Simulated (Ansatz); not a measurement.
# BaSrTi2O6 (perovskite [001] superlattice) (P4mm): converging the G0W0 gap

How do accuracy and time trade against each other in G0W0 on BaSrTi2O6 (perovskite [001] superlattice) (P4mm)?

Calculated with Ansatz 0.2.0; G0W0 on PBEsol, plane waves, PAW; PAW set soft_1.

The structure was built from a prototype and need not be the compound's stable phase.

### Step 1. Set-up

Symmetry: P4mm, No. 99, tetragonal system. Conventional cell: a = 3.924 Å, b = 3.924 Å, c = 7.932 Å, α = 90.00°, β = 90.00°, γ = 90.00°. Sr has 12 O at 2.69 to 2.81 Å nearest. O has 2 Ti at 1.84 to 2.05 Å and 4 Sr at 2.78 Å nearest. Nearest to Ti lie 6 O at 1.88 to 2.05 Å. Nearest to O lie 2 Ti at 1.97 Å and 2 Sr at 2.69 Å and 2 Ba at 2.88 Å. Nearest to Ba lie 12 O at 2.78 to 2.88 Å. Nearest to O lie 2 Ti at 1.88 to 2.16 Å and 4 Ba at 2.78 Å. It derives from SrTiO3. Farther neighbours and most contacts between anions are not listed.

As a file:

```cif
data_structure
_symmetry_space_group_name_H-M 'P 1'
_symmetry_Int_Tables_number 1
_cell_length_a 3.9242
_cell_length_b 3.9242
_cell_length_c 7.9316
_cell_angle_alpha 90.000
_cell_angle_beta 90.000
_cell_angle_gamma 90.000
_cell_volume 122.14
loop_
_atom_site_label
_atom_site_type_symbol
_atom_site_fract_x
_atom_site_fract_y
_atom_site_fract_z
_atom_site_occupancy
Sr1 Sr 0.00000 0.00000 0.12824 1
O2 O 0.50000 0.50000 0.11812 1
Ti3 Ti 0.50000 0.50000 0.37634 1
O4 O 0.50000 0.00000 0.36002 1
O5 O 0.00000 0.50000 0.36002 1
Ba6 Ba 0.00000 0.00000 0.62608 1
O7 O 0.50000 0.50000 0.61396 1
Ti8 Ti 0.50000 0.50000 0.88639 1
O9 O 0.50000 0.00000 0.87539 1
O10 O 0.00000 0.50000 0.87539 1
```

The structure was relaxed with PBEsol. The runs that relaxed it are not among those shown. Spin-orbit coupling is left out unless a step names it.

### Step 2. 104 empty bands, screening to 52 eV

G0W0 replaces the xc potential by the self-energy, built once from these orbitals. Only a window of levels is corrected, while the sums run over the empty bands that the input names. This step takes PAW set soft_1 files.

input.yaml reads:

```yaml
crystal:
  lattice:
    - [3.9242187103, 0.0, 0.0]
    - [0.0, 3.9242187103, 0.0]
    - [0.0, 0.0, 7.9315891153]
  atoms:
    - { symbol: Sr, position: [0.0, 0.0, 0.1282431578] }
    - { symbol: O, position: [0.5, 0.5, 0.1181215293] }
    - { symbol: Ti, position: [0.5, 0.5, 0.3763421795] }
    - { symbol: O, position: [0.5, 0.0, 0.3600198358] }
    - { symbol: O, position: [0.0, 0.5, 0.3600198358] }
    - { symbol: Ba, position: [0.0, 0.0, 0.6260799679] }
    - { symbol: O, position: [0.5, 0.5, 0.6139620411] }
    - { symbol: Ti, position: [0.5, 0.5, 0.886394246] }
    - { symbol: O, position: [0.5, 0.0, 0.8753886348] }
    - { symbol: O, position: [0.0, 0.5, 0.8753886348] }
kpoints:
  mp_grid: { grid: [6, 6, 4] }
hamiltonian:
  xc: pbesol
  pseudopotentials: { kind: paw, azcp: { folder: soft_1 }, xc_functional: pbe }
scf:
  occupations: { method: fixed }
gw:
  n_empty_bands: 104
  ecut_chi: 52
  qp_bands: [v3, c3]
  qp_kpoints: band_edges
  screening: { model: contour_deformation }
```

The run is started by

```console
$ ansatz run input.yaml --threads 3 --pin off --max-ram 92160MiB --backend cuda --events-out ev --progress --plain --runs-dir out --devices 1 --max-vram 13GiB
```

Numbers of over 12 decimals in the logs are rounded to 6 here.

The log of the run:

```text
GPUs: using 1 of 1 available (devices: 1).
Engine: ansatz 0.2.0, x86_64-unknown-linux-gnu
Pseudopotentials: kind: paw
Pseudopotential: Sr, paw, valence charge 10, recommended cutoff 420 eV (normal), soft_1/Sr.paw.azcp
Pseudopotential: O, paw, valence charge 6, recommended cutoff 420 eV (normal), soft_1/O.paw.azcp
Pseudopotential: Ti, paw, valence charge 12, recommended cutoff 420 eV (normal), soft_1/Ti.paw.azcp
Pseudopotential: Ba, paw, valence charge 10, recommended cutoff 420 eV (normal), soft_1/Ba.paw.azcp
Functional definition: PBEsol
  exchange = pbesol_x
  correlation = pbesol_c
device memory: the entry about to start is reckoned to put 2.1 GiB on a device that reports 37.3 GiB free (of which the cap on the GPU budget leaves the run 13.0 GiB)
GPU FFT provider: cuFFT
GPU libraries: cuBLAS 13.8.2, cuFFT 12.4.0, cuSOLVER 12.3.4
Crystal: 10 atoms, lattice volume = 122.142 Å³
Basis set: ecut = 420 eV, 2403 PW (Γ)
Bands: 50, of which v1, the nominal top of the filled ones, is band 40 counted from 1 (39 counted from 0)
Symmetry: 8 space group operations
Space group: P4mm (ITA 99), of the structure as read, at distance tolerance 5.0e-5 Å
k-points: 30 of 144 (time reversal used)
Non-local potential: Sr, projectors of the file, l = 0: 3, l = 1: 2, l = 2: 2
Non-local potential: O, projectors of the file, l = 0: 2, l = 1: 2, l = 2: 1
Non-local potential: Ti, projectors of the file, l = 0: 3, l = 1: 2, l = 2: 3, l = 3: 1
Non-local potential: Ba, projectors of the file, l = 0: 3, l = 1: 2, l = 2: 2, l = 3: 2
PAW form: soft (Blöchl's): semilocal exchange-correlation on the pseudo side does not see the compensation charge
PAW frozen core: Sr, regenerated for the run's functional, and the local potential with it (the file was generated under x = pbe(κ = 0.804, μ = 0.219515), c = pbe(β = 0.066725))
PAW frozen core: O, regenerated for the run's functional, and the local potential with it (the file was generated under x = pbe(κ = 0.804, μ = 0.219515), c = pbe(β = 0.066725))
PAW frozen core: Ti, regenerated for the run's functional, and the local potential with it (the file was generated under x = pbe(κ = 0.804, μ = 0.219515), c = pbe(β = 0.066725))
PAW frozen core: Ba, regenerated for the run's functional, and the local potential with it (the file was generated under x = pbe(κ = 0.804, μ = 0.219515), c = pbe(β = 0.066725))
PAW one-centre angular grid: Sr, 110 points (default); XC on 64 Gauss nodes
PAW one-centre angular grid: O, 110 points (default); XC on 64 Gauss nodes
PAW one-centre angular grid: Ti, 590 points (default); XC on 64 Gauss nodes
PAW one-centre angular grid: Ba, 194 points (default); XC on 64 Gauss nodes
Initial density: superposition of atomic densities (chi_scale 0.1, normalization cell, long waves kept (reshape's long-wave potential 0.08 eV rms))
Initial wavefunctions: pseudopotential atomic-orbital guess
GPU buffer pool allocated for 39366 grid points (all kernels)
GPU transforms: local potential and band sums: pruned to the plane-wave sphere, on 27×27×54
Functional: x = pbesol(κ = 0.804, μ = 0.123457), c = pbesol(β = 0.046)
SCF iter   1: F=—  HF=-17685.721224 eV  |F-HF|=—  |Δ(HF+E_count)|=         —  Δρ=5.49e-2  dr2=4.18e0  ethr=3.10e-3  ⟨swp⟩=4.8  Hψ=5561  notcnv=0  defer=175
preconditioner: auto → Resta (q_TF=auto, 2.543 Å⁻¹)  ε∞=5.6  [insulator: Δε(μ)=2.061 eV  Ē_g=12.155 eV  n_scr=38 (ndim 8)  ℏωp=26.0 eV  f_vac=0.000  ε∞_Penn≈5.6]
SCF iter   2: F=—  HF=-17685.052293 eV  |F-HF|=—  |Δ(HF+E_count)|=   6.69e-1  Δρ=2.55e-2  dr2=1.04e0  ethr=3.10e-3  ⟨swp⟩=3.0  Hψ=2493  notcnv=0  defer=156
SCF iter   3: F=—  HF=-17684.947911 eV  |F-HF|=—  |Δ(HF+E_count)|=   1.04e-1  Δρ=1.64e-2  dr2=3.42e-1  ethr=1.29e-3  ⟨swp⟩=2.8  Hψ=2504  notcnv=0  defer=191
SCF iter   4: F=—  HF=-17684.905726 eV  |F-HF|=—  |Δ(HF+E_count)|=   4.22e-2  Δρ=6.63e-3  dr2=5.44e-2  ethr=4.28e-4  ⟨swp⟩=2.3  Hψ=2445  notcnv=0  defer=169
SCF iter   5: F=—  HF=-17684.901578 eV  |F-HF|=—  |Δ(HF+E_count)|=   4.15e-3  Δρ=2.03e-3  dr2=4.29e-3  ethr=6.80e-5  ⟨swp⟩=2.1  Hψ=2052  notcnv=0  defer=227
SCF iter   6: F=—  HF=-17684.902458 eV  |F-HF|=—  |Δ(HF+E_count)|=   8.80e-4  Δρ=1.47e-3  dr2=2.30e-3  ethr=5.36e-6  ⟨swp⟩=2.1  Hψ=2337  notcnv=0  defer=240
SCF iter   7: F=—  HF=-17684.902211 eV  |F-HF|=—  |Δ(HF+E_count)|=   2.47e-4  Δρ=2.15e-4  dr2=4.55e-5  ethr=2.87e-6  ⟨swp⟩=2.0  Hψ=2200  notcnv=0  defer=231
SCF iter   8: F=—  HF=-17684.902248 eV  |F-HF|=—  |Δ(HF+E_count)|=   3.67e-5  Δρ=5.70e-5  dr2=4.05e-6  ethr=5.69e-8  ⟨swp⟩=2.0  Hψ=2312  notcnv=0  defer=124
SCF iter   9: F=—  HF=-17684.902249 eV  |F-HF|=—  |Δ(HF+E_count)|=   7.27e-7  Δρ=5.04e-5  dr2=3.18e-6  ethr=5.06e-9  ⟨swp⟩=2.0  Hψ=2578  notcnv=0  defer=124
SCF iter  10: F=—  HF=-17684.902248 eV  |F-HF|=—  |Δ(HF+E_count)|=   4.06e-7  Δρ=1.00e-5  dr2=1.57e-7  ethr=3.98e-9  ⟨swp⟩=2.0  Hψ=1838  notcnv=0  defer=124
SCF iter  11: F=-17684.902248 eV  HF=-17684.902248 eV  |F-HF|=2.60e-9  |Δ(HF+E_count)|=   2.19e-8  Δρ=4.03e-6  dr2=1.67e-8  ethr=1.25e-10  ⟨swp⟩=13.7  Hψ=6685  notcnv=0
SCF 1 converged in 11 iterations: F = -17684.902248 eV  dr2 = 1.67e-8
  greatest PAW one-centre occupation: 0.998 electrons in one spin orbital (limit 2), on the Ti atom at site 7 (counted from 0), in its partial waves of l = 0
[...]
0    39      9.8209   -25.7406     4.6333   -21.1678  0.7408     9.8813     9.8814  root
     0    40      9.8209   -25.7406     4.6333   -21.1678  0.7408     9.8813     9.8814  root
     0    41     12.0618   -12.5921    -5.8305   -20.2746  0.7512    13.9906    13.9139  root
     0    42     12.2173   -12.8882    -6.0314   -20.8233  0.7453    14.2042    14.1211  root
     0    43     12.2972   -13.1008    -5.5027   -20.4205  0.7500    14.1872    14.1142  root
     1    38      9.5417   -25.8683     4.8928   -20.9755  0.7375     9.5417     9.5417  root
     1    39      9.7679   -25.7731     4.6940   -21.1261  0.7400     9.8148     9.8148  root
     1    40      9.7679   -25.7731     4.6940   -21.1261  0.7400     9.8148     9.8148  root
     1    41     12.0821   -12.6295    -5.8590   -20.3481  0.7504    14.0193    13.9418  root
     1    42     12.1952   -12.8422    -5.9983   -20.7356  0.7463    14.1726    14.0903  root
     1    43     12.5795   -13.5072    -5.5296   -20.8603  0.7441    14.4785    14.4029  root
     2    38      9.6196   -25.8649     4.8233   -21.0616  0.7382     9.6396     9.6396  root
     2    39      9.6756   -25.7858     4.7855   -21.0238  0.7388     9.6991     9.6991  root
     2    40      9.6756   -25.7858     4.7855   -21.0238  0.7388     9.6991     9.6991  root
     2    41     12.1190   -12.7027    -5.9225   -20.5017  0.7489    14.0746    13.9956  root
     2    42     12.1566   -12.7605    -5.9301   -20.5679  0.7480    14.1143    14.0339  root
     2    43     13.1302   -14.1265    -5.8136   -21.8018  0.7308    15.0859    14.9919  root
     3    38      9.2288   -25.1356     4.8282   -20.2746  0.7303     9.1960     9.1961  root
     3    39      9.5968   -25.4226     4.4723   -21.0311  0.7398     9.6774     9.6776  root
     3    40      9.7020   -25.9557     4.7664   -21.2276  0.7399     9.7403     9.7403  root
     3    41     12.3231   -13.1506    -5.5495   -20.5270  0.7490    14.2247    14.1499  root
     3    42     12.6308   -13.5938    -5.7030   -21.1277  0.7397    14.5416    14.4617  root
     3    43     12.6851   -13.5797    -5.6511   -21.0766  0.7419    14.6109    14.5309  root
[...]
6    42     13.5386   -14.4446    -6.1401   -22.4376  0.7179    15.5028    15.3916  root ?
     6    43     13.5510   -14.4580    -6.0479   -22.3735  0.7210    15.5272    15.4186  root ?
[...]
7    42     13.5438   -14.4352    -6.1756   -22.4687  0.7175    15.5140    15.4017  root ?
     7    43     13.5827   -14.4467    -6.2174   -22.5305  0.7165    15.5640    15.4491  root ?
[...]
8    43     13.5578   -14.4608    -6.2083   -22.5313  0.7167    15.5337    15.4200  root ?
[...]
9    42     13.9464   -14.7236    -6.4753   -23.0597  0.7058    15.9418    15.8072  root ?
     9    43     13.9894   -14.7848    -6.4081   -23.0682  0.7074    15.9987    15.8647  root ?
[...]
10    42     13.7898   -14.5410    -6.3684   -22.8056  0.7129    15.8128    15.6861  root ?
    10    43     13.9491   -14.7180    -6.4972   -23.0786  0.7056    15.9479    15.8125  root ?
[...]
15    42     13.5605   -14.4394    -6.1232   -22.4373  0.7198    15.5460    15.4352  root ?
    15    43     13.6231   -13.8553    -6.3408   -22.0541  0.7192    15.5951    15.4811  root ?
[...]
16    42     13.6089   -14.1488    -6.2319   -22.2508  0.7199    15.5926    15.4790  root ?
    16    43     13.6482   -13.9384    -6.3632   -22.1664  0.7182    15.6290    15.5131  root ?
[...]
18    42     13.9822   -14.5474    -6.5557   -22.9823  0.7066    15.9957    15.8614  root ?
    18    43     14.0087   -14.4460    -6.5324   -22.8486  0.7071    16.0111    15.8789  root ?
[...]
19    42     13.9060   -14.4764    -6.4768   -22.8518  0.7111    15.9349    15.8046  root ?
    19    43     14.0080   -14.3954    -6.6313   -22.9036  0.7059    16.0189    15.8849  root ?
[...]
21    41     13.4957   -14.2719    -6.1721   -22.3376  0.7224    15.4995    15.3892  root ?
    21    42     13.6526   -14.6094    -6.1876   -22.6770  0.7164    15.6508    15.5326  root ?
    21    43     13.9676   -13.4076    -6.8457   -22.1292  0.7111    15.9745    15.8435  root ?
[...]
22    41     13.6087   -14.2014    -6.2816   -22.3724  0.7198    15.6143    15.4981  root ?
    22    42     13.7253   -14.4811    -6.2623   -22.6229  0.7156    15.7250    15.6048  root ?
    22    43     13.9970   -13.5358    -6.8452   -22.2569  0.7097    16.0054    15.8729  root ?
[...]
23    41     13.8810   -14.2573    -6.5079   -22.6580  0.7130    15.9022    15.7738  root ?
[...]
27    39     10.1347   -25.7706     5.0795   -20.6727  0.7323    10.1163    10.1163  root
    27    40     10.2058   -25.9158     5.0822   -20.8287  0.7329    10.2009    10.2009  root
[...]
27    42     14.0112   -14.7711    -6.5051   -23.1637  0.7061    16.0365    15.8987  root ?
    27    43     14.4310   -13.6007    -7.3601   -22.8525  0.6947    16.4769    16.3228  root ?
    28    38      9.9166   -25.5741     5.0330   -20.5041  0.7327     9.8796     9.8796  root
    28    39     10.1418   -25.7871     5.0791   -20.6920  0.7323    10.1258    10.1258  root
    28    40     10.1989   -25.8977     5.0826   -20.8069  0.7328    10.1908    10.1908  root
    28    41     14.0861   -14.7334    -6.5701   -23.1914  0.7045    16.1134    15.9740  root ?
    28    42     14.0861   -14.7334    -6.5701   -23.1914  0.7045    16.1134    15.9740  root ?
    28    43     14.4604   -13.7196    -7.3647   -22.9750  0.6933    16.5073    16.3513  root ?
    29    38      9.6040   -25.2596     4.9942   -20.1954  0.7321     9.5339     9.5340  root
    29    39     10.1513   -25.8117     5.0781   -20.7219  0.7325    10.1397    10.1397  root
    29    40     10.1890   -25.8719     5.0835   -20.7760  0.7327    10.1766    10.1766  root
    29    41     14.2627   -14.6702    -6.7265   -23.2881  0.7008    16.2979    16.1542  root ?
    29    42     14.2627   -14.6702    -6.7265   -23.2881  0.7008    16.2979    16.1542  root ?
    29    43     14.3029   -14.5852    -6.8022   -23.2729  0.6988    16.3354    16.1884  root ?
[key lines of the parts left out:]
SCF converged after 11 iterations
Free energy (F): -17684.902248 eV
Fermi energy:    10.205847 eV
```

Elapsed: 40 s, on 1 × NVIDIA H100 80GB HBM3 (shared by 6 runs) with 3 threads of AMD EPYC 7R13 (Zen 3), shared host; peak memory 1.4 GiB; 66 s of CPU time.

Numbers from this step:

```
bands summed                                 : 144
RPA ε∞ on this mesh (eigenvalues)            : 5.827, 6.257, 6.257
plane waves in the screening matrix          : 117
q-points in the mesh                         : 144
G0W0 gap on the mesh                         : 3.713 eV
k of the valence top                         : -0.5, -0.5, 0
k of the conduction bottom                   : 0, 0, 0
starting gap on the mesh                     : 1.856 eV
Z at the valence top                         : 0.7329
Z at the conduction bottom                   : 0.7512
least direct G0W0 gap on the computed points : 4.033 eV
```

The gap on the mesh goes from 1.86 eV to 3.71 eV, a correction of +1.86 eV. Between the two edge states, bare exchange in place of the xc potential would open the gap by 12.77 eV, and correlation takes back 10.91 eV.

### Step 3. 411 empty bands, screening to 130 eV

Another rung: the empty bands reach about as high as the screening cutoff, so the two stay in balance.

input.yaml: that of step 2 with these lines changed.

```diff
@@ -24,4 +24,4 @@
 gw:
-  n_empty_bands: 104
-  ecut_chi: 52
+  n_empty_bands: 411
+  ecut_chi: 130.0
   qp_bands: [v3, c3]
```

The log of the run:

```text
GPUs: using 1 of 1 available (devices: 1).
[...]
GPU FFT provider: cuFFT
GPU libraries: cuBLAS 13.8.2, cuFFT 12.4.0, cuSOLVER 12.3.4
Crystal: 10 atoms, lattice volume = 122.142 Å³
Basis set: ecut = 420 eV, 2403 PW (Γ)
Bands: 50, of which v1, the nominal top of the filled ones, is band 40 counted from 1 (39 counted from 0)
[... 1 set-up line as in the run before ...]
[...]
k-points: 30 of 144 (time reversal used)
[...]
GPU buffer pool allocated for 39366 grid points (all kernels)
[...]
SCF iter   1: F=—  HF=-17685.721224 eV  |F-HF|=—  |Δ(HF+E_count)|=         —  Δρ=5.49e-2  dr2=4.18e0  ethr=3.10e-3  ⟨swp⟩=4.8  Hψ=5561  notcnv=0  defer=175
[...]
SCF iter  11: F=-17684.902248 eV  HF=-17684.902248 eV  |F-HF|=2.60e-9  |Δ(HF+E_count)|=   2.19e-8  Δρ=4.03e-6  dr2=1.67e-8  ethr=1.25e-10  ⟨swp⟩=13.7  Hψ=6685  notcnv=0
SCF 1 converged in 11 iterations: F = -17684.902248 eV  dr2 = 1.67e-8
[...]
NSCF: frozen V_eff on 30 k-points, pencils in batches of 32, up to order 200
[...]
NSCF: frozen V_eff on 30 k-points
G₀W₀ screening: q 1/30
[... further progress lines ...]
SCF converged after 11 iterations
Free energy (F): -17684.902248 eV
[...]
Internal energy: -17684.902248 eV  (E = F + TS)
E sigma→0 (E₀):  -17684.902248 eV
Fermi energy:    10.205847 eV
[...]
--- Band table (eV; the first three rows and the last of 30) ---
  k-point 0: bands = [... 36 lower, 9.5034, 9.7843, 9.8209, 9.8209, 12.0618, 12.2173, 12.2972, 12.2972, ... 6 higher]
  k-point 1: bands = [... 36 lower, 9.5417, 9.5417, 9.7679, 9.7679, 12.0821, 12.1952, 12.5795, 12.5795, ... 6 higher]
  k-point 2: bands = [... 36 lower, 9.6196, 9.6196, 9.6756, 9.6756, 12.1190, 12.1566, 13.1302, 13.1302, ... 6 higher]
  k-point 29: bands = [... 36 lower, 9.6040, 9.6040, 10.1513, 10.1890, 14.2627, 14.2627, 14.3029, 14.3029, ... 6 higher]
[...]
bands read: the sum over 451 bands ends inside a degenerate multiplet in 2 slots, whose members it reads at an even weight; the widest, k=2: bands 451 to 452 (counted from 1) at 1/2 each
[...]
0    38      9.7843   -26.1108     4.3883   -21.3695  0.7307     9.4291     9.4314  root
     0    39      9.8209   -25.7406     4.2308   -21.1678  0.7310     9.4768     9.4789  root
     0    40      9.8209   -25.7406     4.2308   -21.1678  0.7310     9.4768     9.4789  root
     0    41     12.0618   -12.5921    -6.3965   -20.2746  0.7440    13.3788    13.3479  root
     0    42     12.2173   -12.8882    -6.6096   -20.8233  0.7379    13.5778    13.5428  root
     0    43     12.2972   -13.1008    -6.0571   -20.4205  0.7424    13.5894    13.5597  root
     1    38      9.5417   -25.8683     4.5058   -20.9755  0.7283     9.1519     9.1547  root
     1    39      9.7679   -25.7731     4.2955   -21.1261  0.7302     9.4141     9.4164  root
[...]
29    40     10.1890   -25.8719     4.7239   -20.7760  0.7214     9.8143     9.8170  root
    29    41     14.2627   -14.6702    -7.3009   -23.2881  0.6908    15.6399    15.5797  root
    29    42     14.2627   -14.6702    -7.3009   -23.2881  0.6908    15.6399    15.5797  root
    29    43     14.3029   -14.5852    -7.3719   -23.2729  0.6887    15.6806    15.6187  root
```

Elapsed: 2.6 min, on 1 × NVIDIA H100 80GB HBM3 (shared by 6 runs) with 3 threads; peak memory 2.8 GiB.

This step gave:

| Property | Result |
| --- | --- |
| bands summed | 451 |
| RPA ε∞ on this mesh (eigenvalues) | 5.732, 6.160, 6.160 |
| plane waves in the screening matrix | 419 |
| q-points in the mesh | 144 |
| G0W0 gap on the mesh | 3.508 eV |
| k of the valence top | -0.5, -0.5, 0 |
| k of the conduction bottom | 0, 0, 0 |
| starting gap on the mesh | 1.856 eV |
| Z at the valence top | 0.7216 |
| Z at the conduction bottom | 0.7440 |
| least direct G0W0 gap on the computed points | 3.869 eV |

Against the run with 6×6×4 mesh, 104 empty bands, screening to 52 eV, PAW set soft_1 files, the gap moves by −0.20 eV.

### Step 4. Convergence and cost

Times are wall times on 1 × NVIDIA H100 80GB HBM3 (shared by 6 runs) with 3 threads of AMD EPYC 7R13 (Zen 3), shared host, good to a factor of about two.

| mesh | files | frequency | bands summed | cutoff (eV) | start (eV) | G0W0 (eV) | time | host memory (GiB) |
| --- | --- | --- | --- | --- | --- | --- | --- | --- |
| 6×6×4 | PAW set soft_1 | contour deformation | 144 | 52 | 1.856 | 3.713 | 40 s | 1.4 |
| 6×6×4 | PAW set soft_1 | contour deformation | 451 | 130 | 1.856 | 3.508 | 2.6 min | 2.8 |

How the two edges are built up, in eV (the quasiparticle level is the starting level plus Σx plus Σc less Vxc):

| run | edge | start | Σx | Σc | Vxc | Z | QP |
| --- | --- | --- | --- | --- | --- | --- | --- |
| 144 bands | valence top | 10.21 | -25.92 | 5.08 | -20.83 | 0.73 | 10.20 |
| 144 bands | conduction bottom | 12.06 | -12.59 | -5.83 | -20.27 | 0.75 | 13.91 |
| 451 bands | valence top | 10.21 | -25.92 | 4.72 | -20.83 | 0.72 | 9.84 |
| 451 bands | conduction bottom | 12.06 | -12.59 | -6.40 | -20.27 | 0.74 | 13.35 |

### Step 5. Summary of results

| Property | Result |
| --- | --- |
| 144 bands, 52 eV | 3.713 eV |
| 451 bands, 130 eV | 3.508 eV |
| estimated limit in bands and cutoff | 3.41 eV |
| mesh and start | 6×6×4, PBEsol |

What this shows: A line in one over the bands through the two rungs gives 3.41 eV, −0.10 eV from the top rung; with two points alone it is an unchecked estimate. The rungs stand 0.30 eV (144 bands) and 0.10 eV (451 bands) from it. From 144 to 451 bands the gap moves by −0.20 eV while the time grows 3.9-fold. Σc changes by −0.36 eV at the valence top and −0.57 eV at the conduction bottom, so the levels themselves move more than the gap between them. The many-body steps are scalar-relativistic: spin-orbit coupling is not in them.

[Paths, hosts, dates, memory and timing lines, banners, echoed tables and standing remarks are left out of the program output.]

[Logs are printed without paths, hosts, clocks, repeated set-up lines and the standing remarks that a program may print on its own settings, such as how far it seeks lower states.]

[Runs of the session that timed out or met a known fault of the program may be left out.]

[Cells called generated may have been cut or substituted from an entry of the Crystallography Open Database or the Materials Project.]

[Hosts, paths, dates, database ids (printed as entryN), source tags and the programs' standing remarks are cut or masked in the printed files.]
